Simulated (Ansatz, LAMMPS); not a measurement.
# Localised basis functions on glassy 63GeO2-33Na2O-3Sc2O3 (mol %) (92 atoms), part 2 of 3

Aim: test how closely localised support functions follow the reference on glassy 63GeO2-33Na2O-3Sc2O3 (mol %) (92 atoms), and at what cost. A setting counts as converged where the r.m.s. difference of forces stays under 1 % of the r.m.s. force.

Ansatz 0.2.0; Kohn-Sham DFT, PBE, PAW (set soft_2), plane waves.

The cell: 19 Ge, 20 Na, 2 Sc and 51 O. The quench rate of 25 K/ps is orders of magnitude faster than experiment. The starting topology of bonds comes from the classical model. The Brillouin zone is sampled at Γ only, in a cell whose shortest periodic width is 11 Å.

So far. Step 3 (Plane-wave single point): The r.m.s. force component of 0.89 eV/Å and the pressure of 7.2 GPa set the scale for the differences below.

## 4. Support functions low

With localised support functions most steps grow linearly with size, though the diagonalisation grows faster unless the density matrix is cut; this run measures error and cost at this size.

This step: Kohn-Sham DFT, PBE, PAW (set soft_2), localised support functions (low) (Ansatz 0.2.0).

The input, input.yaml:

```yaml
crystal:
  lattice:
    - [10.93102, 0.0, 0.0]
    - [0.0, 10.93102, 0.0]
    - [0.0, 0.0, 10.93102]
  atoms:
    [... the 92 atom lines of step 3 ...]
kpoints:
  mp_grid: { grid: [1, 1, 1] }
hamiltonian:
  xc: pbe
scf:
  occupations: { method: fermi_dirac, width: 0.05 }
  eigensolver: { kind: { support_functions: { accuracy: low } } }
  max_iter: 150
output:
  forces: true
  eigenvalues: true
```

Run with:

```
> ansatz run input.yaml --threads 8 --pin off --max-ram 15872MiB --backend cpu --events-out ev --progress --plain --runs-dir out
```

The program printed:

```text
Warning: scf.eigensolver.kind.support_functions: disabling space-group detection — the functions' gradient is summed over unrotated k-points, so no spatial operation reduces the k-mesh or symmetrises the density; time reversal is kept, so that k and −k are solved as one point where they differ and the mesh holds both, and exact exchange and, on two spinor components, a DFT+U term hold to it where the run has them: [...]
settings of this run that can trade accuracy for cost: scf.eigensolver.kind.support_functions; scf.eigensolver.kind.support_functions.accuracy: low [...]
[...]
Crystal: 92 atoms, lattice volume = 1306.117 Å³
Basis set: ecut = 420 eV, 25533 PW (Γ), exchange–correlation on 150×150×150 points (8 copies of the dense FFT grid, shifted against one another)
Bands: 465, of which v1, the nominal top of the filled ones, is band 387 counted from 1 (386 counted from 0)
Symmetry: 1 space group operations
k-points: 1
[...]
SCF iter   1: F=—  HF=-144583.709124 eV  |F-HF|=—  |Δ(HF+E_count)|=         —  Δρ=1.30e-1  dr2=4.95e2  ethr=1.00e-1
[...]
SCF iter  13: F=—  HF=-144569.874884 eV  |F-HF|=—  |Δ(HF+E_count)|=   1.35e-3  Δρ=4.15e-5  dr2=2.59e-5  ethr=1.14e-8  κ⁻¹=4.0e-5(r=7)
SCF iter  14: F=-144569.875979 eV  HF=-144569.875995 eV  |F-HF|=1.62e-5  |Δ(HF+E_count)|=   1.11e-3  Δρ=2.13e-5  dr2=5.62e-6  ethr=3.35e-9
SCF 1 converged in 14 iterations: F = -144569.890328 eV  dr2 = 5.62e-6
[...]
SCF converged after 14 iterations
Stability not checked: this state was not tested for a lower state beside it, because the mixer in use, unlike msr1, does not test its closes by its own steps (another_mixer; see scf.mixing.algorithm and scf.lower_state_search)
Free energy (F): -144569.890328 eV
[...]
Internal energy: -144569.890328 eV  (E = F + TS)
E sigma→0 (E₀):  -144569.890328 eV
Fermi energy:    5.758451 eV
[...]
Σ components = -144569.890328   (vs F -144569.890328, Δ=0.00e0)
--- Forces (eV/Å), atoms counted from 1 ---
  atom   1  Ge     0.39343518    -0.61599117     1.41932440
  atom   2  Ge    -0.52237269    -0.44993422     0.99145146
  atom   3  Ge     0.24807832    -1.43294672     0.59734175
  atom   4  Ge     0.57750021    -0.53063578     0.64957724
[...]
atom  92  O      2.16653283     0.29156216    -1.33367524
  max |Σ_I F_I| component: 5.18e-4 eV/Å
--- Band table (eV) ---
[...]
```

Run time: 46 s. Hardware: 8 threads of Intel Xeon Platinum 8488C (Sapphire Rapids), shared host; peak memory 4.1 GiB; 5.8 min of CPU time.

The program notes that the band table was not solved further than the SCF left it and it switched symmetry off.

Keys that differ from the reference: support_functions.accuracy = "low" and scf.max_iter = 150.

Forces differ from the reference by 4.7 meV/Å r.m.s., 0.53 % of their size, within a tolerance of 1 %; the energy by -6.2 meV/atom. It took roughly 5.6 times the reference's time (one timing each, with unlike analyses asked), in 14 cycles against 10.

## 5. Support functions medium

With localised support functions most steps grow linearly with size, though the diagonalisation grows faster unless the density matrix is cut; this run measures error and cost at this size. Besides, the program derives a nominal cutoff of 464 eV for this run, against the reference's 420.

This step: Kohn-Sham DFT, PBE, PAW (set soft_2), localised support functions (medium) (Ansatz 0.2.0).

input.yaml, the sections that differ from step 4:

```yaml
scf:
  occupations: { method: fermi_dirac, width: 0.05 }
  eigensolver: { kind: { support_functions: { accuracy: medium } } }
  max_iter: 150
# crystal, kpoints, hamiltonian, output: as in step 4
```

The program printed:

```text
[...]
Warning: basis.ecutwfc = 464 eV, auto-derived: no grid that the accuracy of the support functions lays serves the files at the lower one that their records recommend; a deck with other species or settings can derive another value
[...]
Crystal: 92 atoms, lattice volume = 1306.117 Å³
Basis set: ecut = 464 eV, 29423 PW (Γ), exchange–correlation on 160×160×160 points (8 copies of the dense FFT grid, shifted against one another)
Bands: 465, of which v1, the nominal top of the filled ones, is band 387 counted from 1 (386 counted from 0)
Symmetry: 1 space group operations
k-points: 1
[...]
SCF iter   1: F=—  HF=-144583.779347 eV  |F-HF|=—  |Δ(HF+E_count)|=         —  Δρ=1.30e-1  dr2=4.95e2  ethr=1.00e-1
[...]
SCF iter  14: F=—  HF=-144569.877504 eV  |F-HF|=—  |Δ(HF+E_count)|=   1.10e-3  Δρ=2.13e-5  dr2=5.64e-6  ethr=3.35e-9  κ⁻¹=2.5e-5(r=7)
SCF iter  15: F=-144569.878427 eV  HF=-144569.878428 eV  |F-HF|=1.18e-6  |Δ(HF+E_count)|=   9.23e-4  Δρ=7.38e-6  dr2=9.77e-7  ethr=7.29e-10
SCF 1 converged in 15 iterations: F = -144569.891751 eV  dr2 = 9.77e-7
[...]
SCF converged after 15 iterations
[...]
Free energy (F): -144569.891751 eV
[...]
Internal energy: -144569.891751 eV  (E = F + TS)
E sigma→0 (E₀):  -144569.891751 eV
Fermi energy:    5.758476 eV
[...]
Σ components = -144569.891751   (vs F -144569.891751, Δ=0.00e0)
--- Forces (eV/Å), atoms counted from 1 ---
  atom   1  Ge     0.39348500    -0.61593587     1.41926068
  atom   2  Ge    -0.52234019    -0.45004471     0.99152316
  atom   3  Ge     0.24821515    -1.43271520     0.59723994
  atom   4  Ge     0.57747278    -0.53062474     0.64962990
[...]
atom  92  O      2.16616674     0.29163679    -1.33377675
  max |Σ_I F_I| component: 7.23e-4 eV/Å
--- Band table (eV) ---
[...]
```

Wall time 51 s (8 threads); peak memory 4.1 GiB.

Keys that differ from the reference: support_functions.accuracy = "medium" and scf.max_iter = 150.

Forces differ from the reference by 4.8 meV/Å r.m.s., 0.54 % of their size, within a tolerance of 1 %; the energy by -6.2 meV/atom. It took roughly 6.3 times the reference's time (one timing each, with unlike analyses asked), in 15 cycles against 10.

## 6. Support functions medium, radius 3.14 Å

The radius confines each support function; a larger one gives more freedom and more work per atom.

input.yaml, the sections that differ from step 5:

```yaml
scf:
  occupations: { method: fermi_dirac, width: 0.05 }
  eigensolver: { kind: { support_functions: { accuracy: medium, radius: 3.14 } } }
  max_iter: 150
# crystal, kpoints, hamiltonian, output: as in step 5
```

The program printed:

```text
Warning: scf.eigensolver.kind.support_functions: disabling space-group detection — the functions' gradient is summed over unrotated k-points, so no spatial operation reduces the k-mesh or symmetrises the density; time reversal is kept, so that k and −k are solved as one point where they differ and the mesh holds both, and exact exchange and, on two spinor components, a DFT+U term hold to it where the run has them: [...]
Warning: basis.ecutwfc = 464 eV, auto-derived: no grid that the accuracy of the support functions lays serves the files at the lower one that their records recommend; a deck with other species or settings can derive another value
settings of this run that can trade accuracy for cost: scf.eigensolver.kind.support_functions [...]
Engine: ansatz 0.2.0, x86_64-unknown-linux-gnu
Pseudopotentials: kind: paw
Pseudopotential: Ge, paw, valence charge 14, recommended cutoff 420 eV (normal), Ge.paw.azcp
Pseudopotential: Na, paw, valence charge 9, recommended cutoff 420 eV (normal), Na.paw.azcp
Pseudopotential: Sc, paw, valence charge 11, recommended cutoff 420 eV (normal), Sc.paw.azcp
Pseudopotential: O, paw, valence charge 6, recommended cutoff 420 eV (normal), O.paw.azcp
[... 5 lines on functional and potentials left out ...]
Error: SCF: the radius of support functions is under 3.52 Å, the least for these sites at the functions' level (scf.eigensolver.kind.support_functions.accuracy). Use scf.eigensolver.kind: auto, or type scf.eigensolver.kind.support_functions.radius at least as long, [...]
```

The job ended after 3.4 s (8 threads; peak memory 0.45 GiB; 15 s of CPU time).

The program refuses radii under 3.52 Å for these atoms at this level.

## 7. Support functions medium, radius 3.59 Å

The radius confines each support function; a larger one gives more freedom and more work per atom. Besides, the program derives a nominal cutoff of 464 eV for this run, against the reference's 420.

input.yaml, the sections that differ from step 6:

```yaml
scf:
  occupations: { method: fermi_dirac, width: 0.05 }
  eigensolver: { kind: { support_functions: { accuracy: medium, radius: 3.59 } } }
  max_iter: 150
# crystal, kpoints, hamiltonian, output: as in step 6
```

The program printed:

```text
[...]
Crystal: 92 atoms, lattice volume = 1306.117 Å³
Basis set: ecut = 464 eV, 29423 PW (Γ), exchange–correlation on 160×160×160 points (8 copies of the dense FFT grid, shifted against one another)
Bands: 465, of which v1, the nominal top of the filled ones, is band 387 counted from 1 (386 counted from 0)
Symmetry: 1 space group operations
k-points: 1
[...]
SCF iter   1: F=—  HF=-144583.108552 eV  |F-HF|=—  |Δ(HF+E_count)|=         —  Δρ=1.30e-1  dr2=4.95e2  ethr=1.00e-1
[...]
SCF iter  14: F=—  HF=-144569.873213 eV  |F-HF|=—  |Δ(HF+E_count)|=   1.39e-3  Δρ=1.95e-5  dr2=4.89e-6  ethr=3.22e-9  κ⁻¹=2.3e-5(r=7)
SCF iter  15: F=-144569.874378 eV  HF=-144569.874379 eV  |F-HF|=5.32e-7  |Δ(HF+E_count)|=   1.17e-3  Δρ=7.06e-6  dr2=8.70e-7  ethr=6.32e-10
SCF 1 converged in 15 iterations: F = -144569.891735 eV  dr2 = 8.70e-7
[...]
SCF converged after 15 iterations
[...]
Free energy (F): -144569.891735 eV
[...]
Internal energy: -144569.891735 eV  (E = F + TS)
E sigma→0 (E₀):  -144569.891735 eV
Fermi energy:    5.758487 eV
[...]
Σ components = -144569.891735   (vs F -144569.891735, Δ=0.00e0)
--- Forces (eV/Å), atoms counted from 1 ---
  atom   1  Ge     0.39339567    -0.61598937     1.41923489
  atom   2  Ge    -0.52227173    -0.45027760     0.99161066
  atom   3  Ge     0.24791998    -1.43248438     0.59715348
  atom   4  Ge     0.57744264    -0.53050802     0.65002331
[...]
atom  92  O      2.16628977     0.29181681    -1.33366435
  max |Σ_I F_I| component: 2.07e-3 eV/Å
--- Band table (eV) ---
[...]
```

The job ended after 47 s (8 threads; peak memory 4 GiB; 5.9 min of CPU time).

Keys that differ from the reference: support_functions.accuracy = "medium", support_functions.radius = 3.59 and scf.max_iter = 150.

Forces differ from the reference by 4.8 meV/Å r.m.s., 0.54 % of their size, within a tolerance of 1 %; the energy by -6.2 meV/atom. It took roughly 5.8 times the reference's time (one timing each, with unlike analyses asked), in 15 cycles against 10.

## 8. Support functions medium, radius 3.85 Å

The radius confines each support function; a larger one gives more freedom and more work per atom. Besides, the program derives a nominal cutoff of 464 eV for this run, against the reference's 420.

input.yaml, the sections that differ from step 7:

```yaml
scf:
  occupations: { method: fermi_dirac, width: 0.05 }
  eigensolver: { kind: { support_functions: { accuracy: medium, radius: 3.85 } } }
  max_iter: 150
# crystal, kpoints, hamiltonian, output: as in step 7
```

The program printed:

```text
[...]
Crystal: 92 atoms, lattice volume = 1306.117 Å³
Basis set: ecut = 464 eV, 29423 PW (Γ), exchange–correlation on 160×160×160 points (8 copies of the dense FFT grid, shifted against one another)
Bands: 465, of which v1, the nominal top of the filled ones, is band 387 counted from 1 (386 counted from 0)
Symmetry: 1 space group operations
k-points: 1
[...]
SCF iter   1: F=—  HF=-144584.369053 eV  |F-HF|=—  |Δ(HF+E_count)|=         —  Δρ=1.30e-1  dr2=4.95e2  ethr=1.00e-1
[...]
SCF iter  15: F=—  HF=-144569.882040 eV  |F-HF|=—  |Δ(HF+E_count)|=   7.07e-4  Δρ=9.28e-6  dr2=1.28e-6  ethr=7.92e-10  κ⁻¹=3.7e-5(r=7)
SCF iter  16: F=-144569.882640 eV  HF=-144569.882641 eV  |F-HF|=1.75e-6  |Δ(HF+E_count)|=   6.02e-4  Δρ=7.56e-6  dr2=5.98e-7  ethr=1.65e-10
SCF 1 converged in 16 iterations: F = -144569.891806 eV  dr2 = 5.98e-7
[...]
SCF converged after 16 iterations
[...]
Free energy (F): -144569.891806 eV
[...]
Internal energy: -144569.891806 eV  (E = F + TS)
E sigma→0 (E₀):  -144569.891806 eV
Fermi energy:    5.758400 eV
[...]
Σ components = -144569.891806   (vs F -144569.891806, Δ=0.00e0)
--- Forces (eV/Å), atoms counted from 1 ---
  atom   1  Ge     0.39371958    -0.61573475     1.41922512
  atom   2  Ge    -0.52247210    -0.45009633     0.99134499
  atom   3  Ge     0.24816413    -1.43257052     0.59725615
  atom   4  Ge     0.57748098    -0.53044509     0.64961249
[...]
atom  92  O      2.16632920     0.29152404    -1.33359833
  max |Σ_I F_I| component: 1.48e-3 eV/Å
--- Band table (eV) ---
[...]
```

Elapsed: 60 s, on 8 threads; peak memory 4.5 GiB; 7.6 min of CPU time.

Keys that differ from the reference: support_functions.accuracy = "medium", support_functions.radius = 3.85 and scf.max_iter = 150.

Forces differ from the reference by 4.8 meV/Å r.m.s., 0.55 % of their size, within a tolerance of 1 %; the energy by -6.2 meV/atom. It took roughly 7.4 times the reference's time (one timing each, with unlike analyses asked), in 16 cycles against 10.

## 9. With scf.n_extra_bands = 8

Changed here: scf.n_extra_bands = 8.

This step: Kohn-Sham DFT, PBE, PAW (set soft_2), plane waves (Ansatz 0.2.0).

input.yaml, the sections that differ from step 8:

```yaml
scf:
  occupations: { method: fermi_dirac, width: 0.05 }
  n_extra_bands: 8
output:
  forces: true
  stress: true
  populations: intrinsic
  dos:
    method: { smearing: { sigma: 0.1 } }
    de: 0.1
    projected: { site_lists: { Ge: [Ge], Na: [Na], O: [O], Sc: [Sc] } }
  eigenvalues: true
# crystal, kpoints, hamiltonian: as in step 8
```

The program printed:

```text
[...]
Crystal: 92 atoms, lattice volume = 1306.117 Å³
Basis set: ecut = 420 eV, 25533 PW (Γ), exchange–correlation on 150×150×150 points (8 copies of the dense FFT grid, shifted against one another)
Bands: 395, of which v1, the nominal top of the filled ones, is band 387 counted from 1 (386 counted from 0)
Symmetry: 1 space group operations
[...]
k-points: 1
[...]
SCF iter   1: F=—  HF=-144569.319000 eV  |F-HF|=—  |Δ(HF+E_count)|=         —  Δρ=2.21e-3  dr2=7.88e-2  ethr=1.77e-3  ⟨swp⟩=5.0  Hψ=1706  notcnv=0
[...]
SCF iter   9: F=—  HF=-144569.318606 eV  |F-HF|=—  |Δ(HF+E_count)|=   4.24e-7  Δρ=4.63e-6  dr2=3.68e-7  ethr=2.28e-10  ⟨swp⟩=2.0  Hψ=757  notcnv=0  defer=1
SCF iter  10: F=-144569.318606 eV  HF=-144569.318606 eV  |F-HF|=3.76e-8  |Δ(HF+E_count)|=   9.81e-8  Δρ=2.07e-6  dr2=7.20e-8  ethr=1.29e-11  ⟨swp⟩=9.0  Hψ=1470  notcnv=0
SCF 1 converged in 10 iterations: F = -144569.318606 eV  dr2 = 7.20e-8
[...]
SCF converged after 10 iterations
Free energy (F): -144569.318606 eV
[...]
Internal energy: -144569.318606 eV  (E = F + TS)
E sigma→0 (E₀):  -144569.318606 eV
Fermi energy:    5.758410 eV
[...]
Σ components = -144569.318606   (vs F -144569.318606, Δ=0.00e0)
--- Forces (eV/Å), atoms counted from 1 ---
  atom   1  Ge     0.39381656    -0.61856653     1.42216660
  atom   2  Ge    -0.52637971    -0.45262746     0.99475924
  atom   3  Ge     0.24557396    -1.43874760     0.59904767
  atom   4  Ge     0.58155275    -0.52937761     0.64920474
[...]
atom  92  O      2.17455498     0.29431918    -1.34109655
  max |Σ_I F_I| component: 6.64e-5 eV/Å
--- Stress (GPa, compression-positive) ---
        7.580514       0.855380      -0.155191
        0.855380       6.384441       0.060980
       -0.155191       0.060980       7.744210
  P = ⅓ Tr σ = 7.2364 GPa (72.364 kbar)
--- Band table (eV) ---
[...]
--- intrinsic populations: 92 sites ---
  site symbol       q [e]
     0     Ge     12.5003
     1     Ge     12.5070
     2     Ge     12.4836
[...]
91      O      6.8676
  spilling = -0.000000 (of n_electrons = 774.000000)
```

The job ended after 6.8 s (8 threads; peak memory 2.1 GiB; 48 s of CPU time).

Forces differ from the reference by 0.006 meV/Å r.m.s., 7.0e-4 % of their size, well within a tolerance of 1 %.

## 10. Cost against change

Each row is set against the plane-wave reference (Kohn-Sham DFT, PBE, PAW (set soft_2), plane waves; r.m.s. force component 0.886 eV/Å). Energies are set beside the reference only for runs with its functional, potentials and electron count. Times are for 8 threads of Intel Xeon Platinum 8488C (Sapphire Rapids), shared host. The reference's time includes the DOS, ELF, the stress and grids, which some other runs skip.

```csv
run,"Δ force, r.m.s. (meV/Å)",share of r.m.s. force (%),Δ energy (meV/atom),Δ pressure (GPa),Δ gap (eV),cycles,time,host memory (GiB)
reference,-,-,-,-,-,10,8.2 s,2.2
support functions low,4.73,0.533,-6.21,-,7.0e-4,14,46 s,4.1
support functions medium,4.78,0.539,-6.23,-,5.0e-4,15,51 s,4.1
"support functions medium, radius 3.59 Å",4.77,0.538,-6.23,-,5.0e-4,15,47 s,4.0
"support functions medium, radius 3.85 Å",4.84,0.546,-6.23,-,6.0e-4,16,60 s,4.5
scf.n_extra_bands = 8,0.006,7.0e-4,0,0,0,10,6.8 s,2.1
```

[end of part 2 of 3]

[Long decimals in the printed logs are rounded to 6 places.]

[Logs are printed without paths, hosts, clocks, repeated set-up lines and the standing remarks that a program may print on its own settings, such as how far it seeks lower states.]

[Hosts, paths, dates, database ids (printed as entryN), source tags and the programs' standing remarks are cut or masked in the printed files.]
